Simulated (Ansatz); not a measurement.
## What Mg2C (model cell, started as cuprite) distorts into

Which phase does Mg2C (model cell, started as cuprite) fall into along its unstable mode, and how much energy does it gain?

Method: DFT PBE, scalar-relativistic, plane waves, PAW, in Ansatz 0.2.0.

This is a report of a sequence of runs, with most program output left out.

The structure was built from a prototype and need not be the compound's stable phase.

## (1) The structure

It takes space group Pn-3m (No. 224, cubic). Conventional cell: a = 4.839 Å, b = 4.839 Å, c = 4.839 Å, α = 90.00°, β = 90.00°, γ = 90.00°. C has 4 Mg at 2.10 Å nearest. Nearest to Mg lie 2 C at 2.10 Å. Farther neighbours are not listed.

## (2) Phonons on a q mesh

The cell comes from relaxations at this level that are not shown. Stability and thermal properties need the whole zone. Linear response on a 2×2×2 q mesh gives force constants as far as a supercell of that size would.

input.yaml

```yaml
crystal:
  lattice:
    - [4.8390002607, 0.0, 0.0]
    - [0.0, 4.8390002607, 0.0]
    - [0.0, 0.0, 4.8390002607]
  atoms:
    - { symbol: C, position: [0.0, 0.0, 0.0] }
    - { symbol: C, position: [0.5, 0.5, 0.5] }
    - { symbol: Mg, position: [0.25, 0.25, 0.25] }
    - { symbol: Mg, position: [0.75, 0.75, 0.25] }
    - { symbol: Mg, position: [0.75, 0.25, 0.75] }
    - { symbol: Mg, position: [0.25, 0.75, 0.75] }
kpoints:
  mp_grid: { grid: [6, 6, 6] }
hamiltonian:
  xc: pbe
scf:
  occupations: { method: methfessel_paxton, width: 0.15 }
output:
  eigenvalues: true
phonons:
  method: dfpt
  qmesh: [2, 2, 2]
  temperatures: { t_max: 1000, t_step: 50 }
  qpath:
    path:
      - [[0.0, 0.0, 0.0], [0.0, 0.5, 0.0], [0.5, 0.5, 0.0], [0.0, 0.0, 0.0], [0.5, 0.5, 0.5], [0.0, 0.5, 0.0]]
      - [[0.5, 0.5, 0.5], [0.5, 0.5, 0.0]]
    npoints: 10
```

Started as:

```
ansatz run input.yaml --threads 8 --pin off --max-ram 14336MiB --backend cpu --events-out ev --progress --plain --runs-dir out
```

Run time: 45 s. Hardware: 8 threads of Arm Neoverse V1, shared host; peak memory 1.2 GiB; 5.7 min of CPU time.

This step gave:

```
volume per atom                                         : 18.88 Å³
gap on the k-mesh                                       : 0 eV
sum-rule residual before enforcement                    : 1.29e-5 eV/Å²
lowest frequency on the path                            : -54.63 cm⁻¹
point group                                             : m-3m
highest frequency on the path or at a solved wavevector : 626.1 cm⁻¹
highest optical mode at the zone centre (no LO-TO term) : 608.3 cm⁻¹
lowest optical zone-centre mode                         : -54.63 cm⁻¹
lowest mode on the q mesh (acoustic modes at Γ apart)   : -54.63 cm⁻¹
```

Frequencies (cm⁻¹) solved at each irreducible wavevector; negative means imaginary. Frequencies by wavevector, by row:

```
q in reciprocal lattice units  star  mode 1  mode 2  mode 3  mode 4  mode 16  mode 17  mode 18
                        0 0 0     1   -54.6   -54.6   -54.6       0    608.3    608.3    608.3
                     0 0 -0.5     3    68.4    68.4   103.3   103.3    603.3    613.7    613.7
                  0 -0.5 -0.5     3   -30.9   -30.9    56.5    56.5    572.3    613.1    613.1
               -0.5 -0.5 -0.5     1   -32.4   -32.4      83      83    626.1    626.1    626.1
```

Interpolated from a 2×2×2 q mesh. The phonon branches at the labelled points (cm⁻¹):

```
    point  branch 1  branch 2  branch 3  branch 4  branch 15  branch 16  branch 17  branch 18
        Γ       -55       -55       -55         0        484        608        608        608
  halfway        35        35        67        83        551        611        611        612
        X        68        68       103       103        603        603        614        614
  halfway        56        56        93        93        588        588        615        615
        M       -31       -31        56        56        572        572        613        613
  halfway       -38        56        67        99        552        606        613        614
        Γ       -55       -55       -55         0        484        608        608        608
  halfway        38        38        79        79        558        601        616        616
        R       -32       -32        83        83        485        626        626        626
  halfway        56        74        80        88        560        599        618        619
        X        68        68       103       103        603        603        614        614
jump to R       -32       -32        83        83        485        626        626        626
  halfway        14        58        58        78        525        610        620        620
        M       -31       -31        56        56        572        572        613        613
```

Symmetry leaves 4 wavevectors to solve. The lowest mode among them, the acoustic zeros apart, lies at Γ and is imaginary, 54.6i cm⁻¹, so the energy falls along it.

## (3) The mode frozen in, largest atomic shift 0 Å

The mode followed lies at Γ with frequency 54.6i cm⁻¹ and is 3-fold degenerate, the softest among the wavevectors solved. At small amplitude the distorted cell has space group no. 160 by a symmetry search on the positions. The undistorted cell that holds it gives the zero of energy on the same k mesh.

input.yaml, the sections that differ from step 2:

```yaml
output:
  forces: true
  stress: true
  eigenvalues: true
# crystal, kpoints, hamiltonian, scf: as in step 2
# phonons: removed
```

The job ended after 0.61 s (8 threads; peak memory 0.45 GiB).

Numbers from this step:

| Item | Value |
| --- | --- |
| pressure | 0.003682 GPa |
| energy from the undistorted cell | 0 meV/atom |

The run ends at a pressure of 0.00 GPa.

## (4) The mode frozen in, largest atomic shift 0.14 Å

The atoms are moved along the unstable eigenvector, the largest shift by 0.14 Å, with the cell fixed.

input.yaml

```yaml
crystal:
  lattice:
    - [4.8390002607, 0.0, 0.0]
    - [0.0, 4.8390002607, 0.0]
    - [0.0, 0.0, 4.8390002607]
  atoms:
    - { symbol: C, position: [0.0167036647, 0.0167036647, -0.0167036647] }
    - { symbol: C, position: [0.5167036647, 0.5167036647, 0.4832963353] }
    - { symbol: Mg, position: [0.2458727069, 0.2458727069, 0.2732578157] }
    - { symbol: Mg, position: [0.7650032296, 0.7650032296, 0.2349967704] }
    - { symbol: Mg, position: [0.7267421843, 0.2458727069, 0.7541272931] }
    - { symbol: Mg, position: [0.2458727069, 0.7267421843, 0.7541272931] }
kpoints:
  mp_grid: { grid: [6, 6, 6] }
hamiltonian:
  xc: pbe
scf:
  occupations: { method: methfessel_paxton, width: 0.15 }
output:
  forces: true
  stress: true
  eigenvalues: true
  write_density: true
  write_potential: true
  elf: true
  volumetric_format: npy
```

Wall time 2 s (8 threads); peak memory 0.48 GiB; 13 s of CPU time.

This step gave:

```yaml
pressure: -0.6414 GPa
energy_from_the_undistorted_cell: -0.915 meV/atom
```

The energy, extrapolated to zero smearing, is -0.92 meV/atom against the undistorted cell.

The run ends at a pressure of -0.64 GPa, with forces up to 0.16 eV/Å.

## (5) Energy along the mode, all amplitudes (two of the runs are shown above)

An imaginary frequency means negative curvature, so the energy should fall and then rise again as anharmonic terms take over.

This step gave:

```yaml
depth_at_the_lowest_point_sampled: 0.915 meV/atom
largest_atomic_shift_at_that_point: 0.14 Å
```

Energy from the parent against largest atomic shift:

```
largest atomic shift (Å)  energy from the parent (meV/atom)
                   0.000                                  0
                   0.040                             -0.133
                   0.080                             -0.467
                   0.140                             -0.915
                   0.220                              0.338
                   0.320                               9.74
```

Displacement at unit largest shift by atom:

```
atom   x (Å)   y (Å)   z (Å)   size
  C1   0.577   0.577  -0.577  0.999
  C2   0.577   0.577  -0.577  0.999
 Mg3  -0.143  -0.143   0.804  0.829
 Mg4   0.519   0.519  -0.519  0.899
 Mg5  -0.804  -0.143   0.143  0.829
 Mg6  -0.143  -0.804   0.143  0.829
```

The lowest of the steps tried is at 0.14 Å, 0.915 meV/atom below the parent; the bottom of the well need not coincide with a step.

## (6) Relaxation from the frozen mode

Starting from the lowest point found, all atoms and the cell are let go, so that strain and other modes of the same symmetry can join in.

Changes to input.yaml since step 4:

```diff
@@ -22,5 +22,6 @@
   eigenvalues: true
-  write_density: true
-  write_potential: true
-  elf: true
-  volumetric_format: npy
+relax:
+  adjacent_minimum: "off"
+  f_tol: 0.002
+  max_steps: 120
+  cell: { stress_tol: 0.03 }
```

It took 22 s on 8 threads; peak memory 0.51 GiB.

The steps of the relaxation:

```
step  energy less that of the first step (eV)  largest force component (eV/Å)  pressure (GPa)  volume (Å³)
   1                                   0.0000                          0.0911           -0.64       113.31
   2                                  -0.0073                          0.0747           -0.21       112.33
   3                                  -0.0160                          0.0735            0.24       110.93
   4                                  -0.0617                          0.3659            0.82       106.39
   5                                  -0.1386                          0.5086            0.63       102.32
   6                                  -0.2281                          0.1123           -0.31        98.57
   7                                  -0.0726                          0.8412           -0.96       102.54
   8                                  -0.2383                          0.0171           -0.04        97.97
   9                                  -0.2386                          0.0076           -0.02        97.83
  10                                  -0.2387                          0.0035            0.02        97.76
  11                                  -0.2387                          0.0003            0.00        97.81
 12*                                  -0.2340                          0.0001           -0.08        97.81
  13                                  -0.2342                          0.0005            0.00        97.65
 14*                                  -0.2341                          0.0005            0.00        97.65
```

Relaxation steps marked * repeat the geometry before them on a plane-wave basis chosen anew for their cell, so energy and pressure can jump there. Relaxation step 7 was tried and not accepted.

Forces are held to the 6 operations that the run works with; a distortion that breaks them can't arise in this run.

```
conventional cell, symmetrised  before  after   change
                         a (Å)   6.843  6.622   -3.2 %
                         b (Å)   6.843  6.622   -3.2 %
                         c (Å)   8.381  7.714   -8.0 %
              volume (Å³/atom)   18.88  16.27  -13.8 %
```

The atoms that moved most (Å, as changes of fractional coordinates times the final cell):

```
atom      dx      dy      dz  length
  C1   0.342   0.342  -0.342   0.592
 Mg3  -0.115  -0.115   0.324   0.362
 Mg5  -0.324  -0.115   0.115   0.362
 Mg6  -0.115  -0.324   0.115   0.362
 Mg4   0.138   0.138  -0.138   0.238
  C2   0.075   0.075  -0.075   0.131
```

This step gave:

```yaml
pressure: -0.003739 GPa
volume_per_atom: 16.27 Å³
gap_on_the_k_mesh: 0.05778 eV
```

The distorted start has space group R3m; the relaxation ends in R3m.

## (7) Modes of the new phase

A relaxed structure may still be a saddle point, so its zone-centre modes are computed. No field response is asked, and the gap on the mesh is small against the smearing.

input.yaml

```yaml
crystal:
  lattice:
    - [4.6061751583, -0.0761557024, 0.0761557024]
    - [-0.0761557024, 4.6061751583, 0.0761557024]
    - [0.0761557024, 0.0761557024, 4.6061751583]
  atoms:
    - { symbol: C, position: [0.0933890622, 0.0933890622, -0.0933890622] }
    - { symbol: C, position: [0.5336217701, 0.5336217701, 0.4663782299] }
    - { symbol: Mg, position: [0.2191920077, 0.2191920077, 0.3443915603] }
    - { symbol: Mg, position: [0.7958948698, 0.7958948698, 0.2041051302] }
    - { symbol: Mg, position: [0.6556084397, 0.2191920077, 0.7808079923] }
    - { symbol: Mg, position: [0.2191920077, 0.6556084397, 0.7808079923] }
kpoints:
  mp_grid: { grid: [6, 6, 6] }
hamiltonian:
  xc: pbe
scf:
  occupations: { method: methfessel_paxton, width: 0.15 }
output:
  eigenvalues: true
phonons:
  method: dfpt
```

The job ended after 27 s (8 threads; peak memory 1.2 GiB; 3.2 min of CPU time).

Numbers from this step:

```
sum-rule residual before enforcement                    : 6.09e-5 eV/Å²
point group                                             : 3m
highest optical mode at the zone centre (no LO-TO term) : 719.4 cm⁻¹
lowest optical zone-centre mode                         : 93.81 cm⁻¹
```

Patterns of degenerate modes are one choice out of their space. The modes at Γ (shares of kinetic energy by element, %):

```
mode  frequency (cm⁻¹)  symmetry  C %  Mg %
   1               0.0  acoustic   20    80
   2               0.0  acoustic   20    80
   3               0.0  acoustic   20    80
   4              93.8         E   30    70
   5              93.8         E   30    70
   6             127.8        A2    0   100
   7             154.3         E   12    88
   8             154.3         E   12    88
   9             223.3        A1   24    76
  10             268.8         E    3    97
  11             268.8         E    3    97
  12             332.4        A1   74    26
  13             423.6         E   91     9
  14             423.6         E   91     9
  15             448.2        A1    3    97
  16             485.1         E   45    55
  17             485.1         E   45    55
  18             719.4        A1   79    21
```

Displacements in mode 4 (93.8 cm⁻¹), the largest set to 1:
```
C1  -0.06  0.19  0.13
C2  -0.32  1.00  0.68
Mg3  0.77 -0.05 -0.18
Mg4 -0.02  0.07  0.05
Mg5  0.09 -0.35 -0.69
Mg6 -0.64 -0.27  0.43
```

Displacements in mode 11 (268.8 cm⁻¹), the largest set to 1:
```
C1  -0.03  0.27  0.24
C2   0.03 -0.27 -0.25
Mg3  0.10 -0.77  0.90
Mg4 -0.06  0.57  0.51
Mg5 -0.10 -0.79 -0.72
Mg6  0.05  1.00 -0.69
```

Before it was imposed, the acoustic sum rule was missed by 6.1e-5 eV/Å². Small misses are needed for a sound result but don't prove that mesh and cutoff are converged. The lowest optical mode is real, 93.8 cm⁻¹.

## (8) Results

| Quantity | Value |
| --- | --- |
| unstable mode of the parent | q = (0, 0, 0), 55i cm⁻¹ |
| depth at the lowest point sampled | 0.915 meV/atom |
| largest atomic shift at that point | 0.14 Å |
| space group reached (within 0.01 Å) | R3m |
| energy gained over the parent (first relaxation, on the mesh of the frozen mode) | 40.1 meV/atom |
| volume per atom, phase reached | 16.3 Å³ |
| gap on the k-mesh, phase reached | 0.0578 eV |
| lowest optical zone-centre mode, phase reached | 93.8 cm⁻¹ |
| highest optical mode at the zone centre (no LO-TO term), phase reached | 719 cm⁻¹ |

What this shows: Along this mode the structure falls into R3m, 40.1 meV/atom below the parent. At the parent's cell the well is 0.915 meV/atom deep on the steps tried, with its lowest point at a shift of 0.14 Å. Relaxing atoms and cell changes the gain by +39.16 meV/atom against the lowest step (energies at zero smearing). Most of the total comes from this relaxation. The new phase has no imaginary mode at the zone centre of its cell; other wavevectors were not checked. How so shallow a well moves with the k mesh was not tested. Of the 5 patterns followed to their end from this parent, this one ends 355 meV/atom above the lowest, P4_2/mnm. Each path keeps the symmetry of its pattern, so a lower phase may lie along a pattern not tried. With no gap, or one that is small against the smearing, the frequencies hang on the k mesh and the smearing, most of all near Kohn anomalies. The volume moved by more than a tenth on the k mesh of the start, so the energy gain is rough. The starting cell was built on a prototype and not taken from a measurement, so the phase need not exist.

[Logs are printed without paths, hosts, clocks, repeated set-up lines and the standing remarks that a program may print on its own settings, such as how far it seeks lower states.]

[Hosts, paths, dates, database ids (printed as entryN), source tags and the programs' standing remarks are cut or masked in the printed files.]
